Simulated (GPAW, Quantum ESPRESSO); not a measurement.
# Y (P6_3/mmc): the Y L₃ absorption edge, part 4 of 4

Aim: the Y L₃ edge of Y (P6_3/mmc) by two routes, a Lanczos recursion (XSpectra) and a sum over empty bands (GPAW), to see which features are robust.

Quantum ESPRESSO 7.5 and GPAW 26.7.0; core-hole supercells, plane-wave PAW LDA.

So far. Step 8 (Ground state of the crystal (GPAW)): The mesh shows no gap, so the system is treated as a metal and the core electron is put at the Fermi level (neutral cell). Step 9 (Spectrum without a core hole, Y atom 1 (GPAW)): Main maxima below 30 eV (height): 1.8 eV (1.58), 4.8 eV (2.59), 10.8 eV (0.90) and 17.8 eV (0.76). 

## (11) Spectrum with XCH, Y atom 1 (GPAW)

Level of this step: X-ray absorption from dipole matrix elements to empty bands, plane-wave PAW LDA (GPAW).

The holes are 6.3 Å apart. The excited electron is kept in the cell, where it fills the lowest empty states and screens the hole. After the field has converged, empty bands are computed with the density fixed and the dipole matrix elements are summed.

Input file xas.py:

```python
import numpy as np
from ase import Atoms
from ase.parallel import parprint, paropen
from gpaw import GPAW, PW, FermiDirac, Mixer, MixerDif, setup_paths
from gpaw.test import gen
setup_paths.insert(0, '.')
gen('Y', name='fch2p', xcname='LDA', corehole=(2, 1, 1), write_xml=True)
from gpaw.mpi import world
world.barrier()

atoms = Atoms('Y6',
    cell=[[-5.4711, 3.15874106, 0],
     [-5.4711, -3.15874106, 0],
     [3.6474, 0, 5.7306]],
    scaled_positions=[[0.25, 0.91666667, 0.75],
     [0.58333333, 0.25, 0.75],
     [0.91666667, 0.58333333, 0.75],
     [0.41666667, 0.75, 0.25],
     [0.75, 0.08333333, 0.25],
     [0.08333333, 0.41666667, 0.25]],
    pbc=True)
atoms.calc = calc = GPAW(legacy_gpaw=True, mode=PW(500), xc='LDA', setups={0: 'fch2p'},
    kpts={'size': (4, 4, 4), 'gamma': True}, occupations=FermiDirac(0.1),
    charge=-1, mixer=Mixer(0.1, 5, 50), maxiter=150,
    convergence={'density': 0.0001}, txt='scf.txt')
energy = atoms.get_potential_energy() + calc.get_reference_energy()
ef = calc.get_fermi_level()
out = dict(energy=energy, fermi=ef, forces=atoms.get_forces().tolist())
parprint(f'all-electron energy {energy:.4f} eV, Fermi level {ef:.4f} eV')
ev = np.array([[calc.get_eigenvalues(k, s) for k in range(len(calc.get_ibz_k_points()))] for s in range(calc.get_number_of_spins())])
out['homo'], out['lumo'], out['counts'] = ev[ev < ef].max(), ev[ev > ef].min(), sorted(set((ev < ef).sum((0, 2)).tolist()))
out['filled'] = (ev[:, 0] < ef).sum(1).tolist()

from ase.units import Ha
from gpaw.xas import dipole_matrix_elements
nb = int(calc.get_number_of_electrons() / 2) + 151
top, nb = nb, nb + 8 + nb // 12
nscf = calc.fixed_density(kpts={'size': (5, 5, 5), 'gamma': True}, nbands=nb,
    convergence={'bands': top, 'eigenstates': 1e-5}, maxiter=60, txt='nscf.txt')
cell = atoms.cell.array
ops = [cell.T @ U.T @ np.linalg.inv(cell.T) for U in nscf.wfs.kd.symmetry.op_scc]
E = np.arange(-6, 34, 0.1)
fwhm = np.interp(E, [4, 25], [1.5, 3.5])
Y, X, zero, highest = 0, 0, 1e9, 1e9
for spin in range(nscf.get_number_of_spins()):
    wfs = nscf.wfs
    A = dipole_matrix_elements(wfs.setups[0])
    eps = np.zeros((wfs.kd.nibzkpts, nb))
    d = np.zeros((3, A.shape[1], wfs.kd.nibzkpts, nb), complex)
    for kpt in wfs.kpt_u:
        if kpt.s == spin and 0 in kpt.P_ani:
            eps[kpt.k] = kpt.eps_n * Ha
            d[:, :, kpt.k] = (kpt.weight * wfs.nspins / 2) ** 0.5 * np.inner(A, kpt.P_ani[0])
    world.sum(eps)
    world.sum(d)
    T = np.einsum('amkn,bmkn->abkn', d, d.conj()).real
    T = sum(np.einsum('ai,ijkn,bj->abkn', R, T, R) for R in ops) / len(ops)
    empty = eps > ef
    zero, highest = min(zero, eps[empty].min()), min(highest, eps[:, top - 1].min())
    lines = [(eps, T, empty)] if spin == 0 else lines + [(eps, T, empty)]
for eps, T, empty in lines:
    f = np.einsum('aakn->akn', T).reshape(3, -1)
    x = eps.ravel() - zero
    w = np.interp(x, E, fwhm) / 2.35482
    g = np.exp(-0.5 * ((E[:, None] - x) / w) ** 2) / (w * (2 * np.pi) ** 0.5)
    Y = Y + (f * empty.ravel()) @ g.T
    X = X + (f * ~empty.ravel()) @ g.T
out.update(E=E.round(2).tolist(), xas=Y.tolist(), xes=X.tolist(), zero=zero, valid=highest - zero, nk=len(eps), nb=nb)
for i in range(0, len(E), 10):
    parprint(f'{E[i]:7.2f}', *(f'{v:10.3e}' for v in Y[:, i]))
import json
with paropen('out.json', 'w') as f:
    json.dump(out, f)
```

Started as:

```sh
$ OMP_NUM_THREADS=1 mpirun -n 4 gpaw python xas.py
```

Numbers of over 12 decimals in the logs are rounded to 6 here.

The log of the run:

```text
Input parameters:
  charge: -1
  convergence: {density: 0.0001}
  kpts: {gamma: True,
         size: (4, 4, 4)}
  maxiter: 150
  mixer: {backend: pulay,
          beta: 0.1,
          method: separate,
          nmaxold: 5,
          weight: 50}
  mode: {ecut: 500.0,
         name: pw}
  occupations: {fixmagmom: False,
                name: fermi-dirac,
                width: 0.1}
  setups: {0: fch2p}

Initialize ...

[... PAW data sets ...]

Reference energy: -549822.030372  # eV

Spin-paired calculation

[... convergence settings ...]
Symmetries present (total): 1
  [... symmetry matrices ...]

64 k-points: 4 x 4 x 4 Monkhorst-Pack grid + [1/8,1/8,1/8]
36 k-points in the irreducible part of the Brillouin zone
       k-points in crystal coordinates                weights
   0:     0.00000000    0.00000000    0.00000000          1/64
   1:     0.00000000    0.00000000    0.25000000          2/64
   2:     0.00000000    0.00000000    0.50000000          1/64
   3:     0.00000000    0.25000000   -0.25000000          2/64
   4:     0.00000000    0.25000000    0.00000000          2/64
   5:     0.00000000    0.25000000    0.25000000          2/64
   6:     0.00000000    0.25000000    0.50000000          2/64
   7:     0.00000000    0.50000000    0.00000000          1/64
   8:     0.00000000    0.50000000    0.25000000          2/64
   9:     0.00000000    0.50000000    0.50000000          1/64
          ...
  35:     0.50000000    0.50000000    0.50000000          1/64

Wave functions: Plane wave expansion
  Cutoff energy: 500.000 eV
  Number of coefficients (min, max): 4998, 5058
  Pulay-stress correction: 0.000000 eV/Ang^3 (de/decut=0.000000)
  Using FFTW library
  Wavefunction extrapolation:
    Improved wavefunction reuse through dual PAW basis

Occupation numbers: Fermi-Dirac:
  width: 0.1000  # eV

Eigensolver
   Davidson(niter=2)

Densities:
  Coarse grid: 35*35*36 grid
  Fine grid: 70*70*72 grid
  Total Charge: 0.000000

Density mixing:
  Method: separate
  Backend: pulay
  Linear mixing parameter: 0.1
  old densities: 5
  Width of damping distribution: 1.1
  Damping of long wavelength oscillations: 50

[... Hamiltonian set-up ...]
Number of atoms: 6
Number of atomic orbitals: 78
Number of bands in calculation: 45
Number of valence electrons: 67
Bands to converge: occupied

... initialized

Initializing position-dependent things.

Density initialized from atomic densities
Creating initial wave functions:
  45 bands from LCAO basis set

         Y        Y

            Y
              Y

        Y        Y

Atomic positions and initial magnetic moments

Positions:
   0 Y     -3.647400   -2.105827    4.297950    ( 0.0000,  0.0000,  0.0000)
   1 Y     -1.823700    1.052914    4.297950    ( 0.0000,  0.0000,  0.0000)
   2 Y     -5.471100    1.052914    4.297950    ( 0.0000,  0.0000,  0.0000)
   3 Y     -5.471100   -1.052914    1.432650    ( 0.0000,  0.0000,  0.0000)
   4 Y     -3.647400    2.105827    1.432650    ( 0.0000,  0.0000,  0.0000)
   5 Y     -1.823700   -1.052914    1.432650    ( 0.0000,  0.0000,  0.0000)

Unit cell:
           periodic     x           y           z      points  spacing
  1. axis:    yes   -5.471100    3.158741    0.000000    35     0.1490
  2. axis:    yes   -5.471100   -3.158741    0.000000    35     0.1490
  3. axis:    yes    3.647400    0.000000    5.730600    36     0.1592

  Lengths:   6.317482   6.317482   6.792886
  Angles:  117.710689 117.710689  60.000000

Effective grid spacing dv^(1/3) = 0.1650

iter:   1   -52.373066
iter:   2   -42.641475   -0.51  -0.82
iter:   3   -42.240876   -1.40  -1.35
iter:   4   -41.677485   -1.34  -1.44
iter:   5   -41.584669   -1.75  -1.61
iter:   6   -41.793869   -2.41  -1.89
iter:   7   -41.625956   -1.97  -1.64
iter:   8   -41.624238   -2.45  -2.29
iter:   9   -41.622398c  -3.50  -2.64
iter:  10   -41.622287c  -3.98  -2.82
iter:  11   -41.622162c  -4.31  -2.96
iter:  12   -41.622087c  -4.70  -3.10
iter:  13   -41.622114c  -5.12  -3.50
iter:  14   -41.622058c  -5.83  -3.70
iter:  15   -41.622079c  -6.19  -3.79
iter:  16   -41.622068c  -6.75  -4.27c
iter:  17   -41.622069c  -7.10  -4.58c
iter:  18   -41.622071c  -7.76c -4.85c

Converged after 18 iterations.

Dipole moment: (-0.477716, 0.050532, -0.228536) |e|*Ang

Energy contributions relative to reference atoms: (reference = -549822.030372)

Kinetic:        -11.240169
Potential:      +10.685851
External:        +0.000000
XC:             -39.974303
Entropy (-ST):   -0.352158
Local:           -0.917370
SIC:             +0.000000
--------------------------
Free energy:    -41.798150
Extrapolated:   -41.622071

Showing only first 2 kpts
 Kpt  Band  Eigenvalues  Occupancy
  0    31      5.51947    1.98577
  0    32      5.63980    1.95337
  0    33      5.63980    1.95337
  0    34      6.41658    0.03483

  1    31      5.55058    1.98063
  1    32      5.55850    1.97905
  1    33      5.62133    1.96108
[...]
Fermi level: 6.01331

No gap
No difference between direct/indirect transitions

Forces in eV/Ang:
  0 Y     0.00000   -0.00000   -0.00000
  1 Y     0.00000    0.00000    0.06412
  2 Y     0.00000   -0.00000   -0.06412
  3 Y     0.00000   -0.17582    0.00000
  4 Y     0.15226    0.08791   -0.00000
  5 Y    -0.15226    0.08791   -0.00000
Scalar-relativistic atomic LDA calculation for Y (Yttrium, Z=39)
Core hole in 2p state (2p occupation: 5.0)
750 radial gridpoints.
|------------------------------------------------|
|------------------------------------------------|
[... the atom generator's iteration count ...]

Energy contributions:
-------------------------
Kinetic:    +3390.169410
XC:          -101.586326
Potential:  -6591.707672
-------------------------
Total:      -3303.124588

state      eigenvalue         ekin         rmax
-----------------------------------------------
1s^2.0 :  -624.020649   785.933785        0.025
2s^2.0 :   -88.104979   159.718374        0.140
2p^5.0 :   -79.278025   154.656858        0.112
3s^2.0 :   -14.821145    41.563665        0.416
3p^6.0 :   -11.851076    38.628153        0.408
3d^10.0:    -6.902769    34.281661        0.347
4s^2.0 :    -2.317952     8.978980        1.088
4p^6.0 :    -1.537864     7.230238        1.182
4d^1.0 :    -0.465087     3.600285        1.531
5s^2.0 :    -0.408502     1.464135        2.930
5p^0.0 :    -0.262947     1.007025        3.543
-----------------------------------------------
(units: Bohr and Hartree)

Generating PAW setup
Kinetic energy of the core from tauc = 3378.447297
Cutoffs:
rc(s)=2.510
rc(p)=2.490
rc(d)=2.430
rc(vbar)=2.450
rc(comp)=2.410
rc(nct)=2.510

Kinetic energy of the core states: 3322.301470
Charge: 1.0
Core electrons: 27.0
Valence electrons: 11.0
Pseudo-core charge: 0.001449
Shape function alpha=1.722
Pseudo-electron charge 6.524097
state    eigenvalue         norm
--------------------------------
4s(2) :    -2.317952     0.579399
5s(2) :    -0.408502     0.963008
4p(6) :    -1.537864     0.451215
5p(0) :    -0.262947     0.957472
4d(1) :    -0.465087     0.730544
*d    :     0.534913
--------------------------------

Diagonalizing with gridspacing h=0.050

state   all-electron     PAW
-------------------------------
4s:      -2.317952    -2.318410
4p:      -1.537864    -1.538528
4d:      -0.465087    -0.465594
*f:                   -0.036509
-------------------------------
all-electron energy -549863.6524 eV, Fermi level 6.0133 eV
[...]
31.00  1.182e-05  1.182e-05  1.097e-05
  32.00  1.168e-05  1.168e-05  1.087e-05
  33.00  1.158e-05  1.158e-05  1.127e-05
```

It took 7.2 min on 4 MPI ranks of Arm Neoverse V2, shared host; peak memory 0.72 GiB.

The Y L₃ spectrum, Y atom 1, excited-electron core hole (neutral cell) (energy from the lowest empty level; intensity scaled to a mean of 1 over the first 20 eV; polarised curves are means over the symmetry-equivalent atoms):

| E (eV) | isotropic | ε ⊥ c | ε ∥ c |
| --- | --- | --- | --- |
| -2.0 | 0.00 | 0.00 | 0.00 |
| -1.5 | 0.02 | 0.02 | 0.02 |
| -1.0 | 0.11 | 0.11 | 0.12 |
| -0.5 | 0.44 | 0.43 | 0.47 |
| 0.0 | 1.09 | 1.03 | 1.20 |
| 0.5 | 1.94 | 1.84 | 2.15 |
| 1.0 | 2.57 | 2.50 | 2.71 |
| 1.5 | 2.60 | 2.64 | 2.52 |
| 2.0 | 2.19 | 2.30 | 1.98 |
| 2.5 | 1.85 | 1.93 | 1.69 |
| 3.0 | 1.88 | 1.89 | 1.87 |
| 3.5 | 2.20 | 2.15 | 2.29 |
| 4.0 | 2.37 | 2.33 | 2.47 |
| 4.5 | 2.12 | 2.10 | 2.15 |
| 5.0 | 1.56 | 1.57 | 1.56 |
| 5.5 | 1.00 | 1.01 | 0.99 |
| 6.0 | 0.64 | 0.64 | 0.64 |
| 6.5 | 0.52 | 0.52 | 0.53 |
| 7.0 | 0.54 | 0.54 | 0.54 |
| 7.5 | 0.59 | 0.59 | 0.59 |
| 8.0 | 0.61 | 0.61 | 0.62 |
| 8.5 | 0.62 | 0.61 | 0.63 |
| 9.0 | 0.63 | 0.64 | 0.63 |
| 9.5 | 0.67 | 0.69 | 0.65 |
| 10.0 | 0.72 | 0.74 | 0.69 |
| 10.5 | 0.75 | 0.76 | 0.72 |
| 11.0 | 0.73 | 0.73 | 0.72 |
| 11.5 | 0.67 | 0.65 | 0.69 |
| 12.0 | 0.58 | 0.56 | 0.62 |
| 12.5 | 0.50 | 0.49 | 0.53 |
| 13.0 | 0.44 | 0.43 | 0.46 |
| 13.5 | 0.42 | 0.41 | 0.42 |
| 14.0 | 0.41 | 0.42 | 0.41 |
| 14.5 | 0.44 | 0.44 | 0.44 |
| 15.0 | 0.48 | 0.48 | 0.48 |
| 15.5 | 0.54 | 0.54 | 0.54 |
| 16.0 | 0.61 | 0.61 | 0.60 |
| 16.5 | 0.66 | 0.67 | 0.64 |
| 17.0 | 0.69 | 0.70 | 0.67 |
| 17.5 | 0.70 | 0.71 | 0.66 |
| 18.0 | 0.68 | 0.69 | 0.65 |
| 18.5 | 0.65 | 0.66 | 0.63 |
| 19.0 | 0.63 | 0.63 | 0.62 |
| 19.5 | 0.61 | 0.61 | 0.63 |
| 20.0 | 0.61 | 0.59 | 0.64 |
| 20.5 | 0.61 | 0.59 | 0.65 |
| 21.0 | 0.61 | 0.59 | 0.65 |
| 21.5 | 0.60 | 0.59 | 0.64 |
| 22.0 | 0.59 | 0.58 | 0.61 |
| 22.5 | 0.57 | 0.57 | 0.58 |
| 23.0 | 0.55 | 0.55 | 0.53 |
| 23.5 | 0.52 | 0.53 | 0.50 |
| 24.0 | 0.49 | 0.51 | 0.46 |
| 24.5 | 0.48 | 0.49 | 0.45 |
| 25.0 | 0.47 | 0.48 | 0.44 |
| 25.5 | 0.47 | 0.48 | 0.45 |
| 26.0 | 0.48 | 0.48 | 0.47 |
| 26.5 | 0.49 | 0.49 | 0.49 |
| 27.0 | 0.51 | 0.50 | 0.52 |
| 27.5 | 0.52 | 0.51 | 0.54 |
| 28.0 | 0.54 | 0.52 | 0.56 |
| 28.5 | 0.54 | 0.53 | 0.57 |
| 29.0 | 0.55 | 0.54 | 0.57 |
| 29.5 | 0.55 | 0.55 | 0.56 |
| 30.0 | 0.55 | 0.56 | 0.55 |
| 30.5 | 0.55 | 0.56 | 0.53 |
| 31.0 | 0.55 | 0.56 | 0.52 |
| 31.5 | 0.55 | 0.56 | 0.52 |
| 32.0 | 0.54 | 0.56 | 0.52 |

Main maxima below 30 eV (height): 1.2 eV (2.66), 4.0 eV (2.37), 10.6 eV (0.75) and 17.4 eV (0.70). 

## (12) The two programs side by side

The line shapes differ (Lorentzian half width 0.75 eV up to 4 eV, rising linearly to 1.75 eV at 25 eV (not a setting of the program: the run's 0.75 eV curve was folded afterwards with a further Lorentzian above 4 eV), against Gaussian full width 1.5 eV up to 4 eV, rising linearly to 3.5 eV at 25 eV), so both get a further Gaussian of 1.5 eV full width before they are compared; the Lorentzian tails remain.

| E (eV) | XSpectra | GPAW |
| --- | --- | --- |
| -2.00 | 0.26 | 0.03 |
| -1.25 | 0.44 | 0.17 |
| -0.50 | 0.83 | 0.65 |
| 0.25 | 1.41 | 1.49 |
| 1.00 | 1.92 | 2.20 |
| 1.75 | 2.05 | 2.28 |
| 2.50 | 1.96 | 2.06 |
| 3.25 | 1.97 | 2.07 |
| 4.00 | 1.96 | 2.12 |
| 4.75 | 1.69 | 1.74 |
| 5.50 | 1.25 | 1.13 |
| 6.25 | 0.92 | 0.70 |
| 7.00 | 0.78 | 0.58 |
| 7.75 | 0.74 | 0.59 |
| 8.50 | 0.72 | 0.62 |
| 9.25 | 0.72 | 0.66 |
| 10.00 | 0.73 | 0.71 |
| 10.75 | 0.72 | 0.71 |
| 11.50 | 0.67 | 0.65 |
| 12.25 | 0.61 | 0.55 |
| 13.00 | 0.55 | 0.47 |
| 13.75 | 0.53 | 0.43 |
| 14.50 | 0.53 | 0.45 |
| 15.25 | 0.56 | 0.52 |
| 16.00 | 0.60 | 0.60 |
| 16.75 | 0.63 | 0.66 |
| 17.50 | 0.64 | 0.68 |
| 18.25 | 0.63 | 0.66 |
| 19.00 | 0.61 | 0.63 |
| 19.75 | 0.60 | 0.61 |
| 20.50 | 0.59 | 0.61 |
| 21.25 | 0.58 | 0.60 |
| 22.00 | 0.57 | 0.59 |
| 22.75 | 0.54 | 0.56 |
| 23.50 | 0.52 | 0.52 |
| 24.25 | 0.50 | 0.49 |
| 25.00 | 0.49 | 0.48 |
| 25.75 | 0.49 | 0.48 |
| 26.50 | 0.49 | 0.49 |
| 27.25 | 0.50 | 0.51 |
| 28.00 | 0.51 | 0.53 |
| 28.75 | 0.52 | 0.55 |
| 29.50 | 0.52 | 0.55 |
| 30.25 | 0.52 | 0.55 |
| 31.00 | 0.52 | 0.55 |
| 31.75 | 0.52 | 0.55 |

|  | XSpectra | GPAW |
| --- | --- | --- |
| k mesh of the spectrum | 5×5×5 | 5×5×5 |
| cutoff (eV) | 558 | 500 |
| highest intensity below 24 eV after the common broadening, eV (height) | 1.8 (2.05) | 1.4 (2.32) |
| core time, hole field and spectrum | 25 min | 29 min |

## (13) With and without the hole

XSpectra's curves. Both curves are counted from their own zero, so only the shift of weight within the empty states shows.

| E (eV) | no hole | XCH |
| --- | --- | --- |
| -2.0 | 0.15 | 0.22 |
| -1.0 | 0.27 | 0.43 |
| 0.0 | 0.65 | 1.16 |
| 1.0 | 1.17 | 2.13 |
| 2.0 | 1.43 | 2.02 |
| 3.0 | 1.39 | 1.85 |
| 4.0 | 1.78 | 2.07 |
| 5.0 | 2.16 | 1.55 |
| 6.0 | 1.40 | 0.90 |
| 7.0 | 0.97 | 0.74 |
| 8.0 | 0.89 | 0.73 |
| 9.0 | 0.82 | 0.70 |
| 10.0 | 0.87 | 0.76 |
| 11.0 | 0.94 | 0.76 |
| 12.0 | 0.78 | 0.64 |
| 13.0 | 0.64 | 0.51 |
| 14.0 | 0.55 | 0.48 |
| 15.0 | 0.56 | 0.52 |
| 16.0 | 0.63 | 0.62 |
| 17.0 | 0.77 | 0.73 |
| 18.0 | 0.77 | 0.67 |
| 19.0 | 0.70 | 0.63 |
| 20.0 | 0.67 | 0.60 |
| 21.0 | 0.69 | 0.62 |
| 22.0 | 0.71 | 0.63 |
| 23.0 | 0.65 | 0.56 |
| 24.0 | 0.56 | 0.51 |
| 25.0 | 0.54 | 0.48 |
| 26.0 | 0.55 | 0.50 |
| 27.0 | 0.57 | 0.52 |
| 28.0 | 0.59 | 0.55 |
| 29.0 | 0.58 | 0.56 |
| 30.0 | 0.60 | 0.54 |
| 31.0 | 0.60 | 0.56 |
| 32.0 | 0.65 | 0.53 |

With each curve scaled to its own mean, the area from −2 to 6 eV with the hole is 11.8 against 9.7, and the centre of weight from −1 to 20 eV moves by -1.0 eV: the hole pulls the absorber's empty states down.

## (14) Runs not followed above

These runs aren't followed: redraws of a spectrum that repeat one shown, runs with a planted fault or a state judged unsound, or a program's part that gave no sound spectrum.

| program | step | status | elapsed |
| --- | --- | --- | --- |
| Quantum ESPRESSO | no core hole, redrawn | converged | 8.2 s |
| Quantum ESPRESSO | spectrum with XCH, redrawn | converged | 6.4 s |

## (15) Summary of results

| Item | Value |
| --- | --- |
| absorber and edge | Y L₃, atom 1 of the ground-state input (counted from 1) |
| surroundings | 6 Y at 3.56 Å and 6 Y at 3.65 Å (anticuboctahedral, as in hcp, site symmetry -6m2) |
| highest intensity below 24 eV (XSpectra, narrow line) | 1.2 eV above the zero, height 2.22 |

In words: The two programs agree on the overall shape: 13 % r.m.s. remains over the first 14 eV after a relative shift of 0.0 eV; their raw zeros differ by 0 eV. What differs may come from the PAW partial waves, meshes, cutoffs and line shapes. In XSpectra the Y L₃ edge of atom 1, with 6 Y at 3.56 Å and 6 Y at 3.65 Å (anticuboctahedral, as in hcp, site symmetry -6m2), has its highest intensity of the first 24 eV at 1.2 eV above the zero, 2.2 times the mean level of the first 20 eV (Lorentzian half width 0.75 eV). In XSpectra: With each curve scaled to its own mean, the area from −2 to 6 eV with the hole is 11.8 against 9.7, and the centre of weight from −1 to 20 eV moves by -1.0 eV: the hole pulls the absorber's empty states down. In GPAW: With each curve scaled to its own mean, the area from −2 to 6 eV with the hole is 12.1 against 10.1, and the centre of weight from −1 to 20 eV moves by -1.1 eV: the hole pulls the absorber's empty states down. 3 further runs of this session are left out of this account as redundant. Only the L₃ part is meant: spin–orbit coupling of the core level isn't computed and the L₂ copy isn't added. XSpectra leaves a spike where filled states are cut (about half a line width round xe0); it is interpolated away in tables and plots. The holes are only 6.3 Å apart, so the shape is probably not converged with cell size; no larger cell was run here. The structure is a published determination, not relaxed.

[Banner, clock and machine lines of the logs are left out without a mark of their own.]

[Logs are printed without paths, hosts, clocks, repeated set-up lines and the standing remarks that a program may print on its own settings, such as how far it seeks lower states.]

[Hosts, paths, dates, database ids (printed as entryN), source tags and the programs' standing remarks are cut or masked in the printed files.]

[Lists of maxima count a maximum above −3 eV only where it reaches 4 % of the highest in the window and stands out from its surroundings by 2 % of it (1.5 % where it reaches 55 %); shoulders and weaker maxima are passed over, and of the rest the first, up to two pre-edge ones and the few strongest are named.]
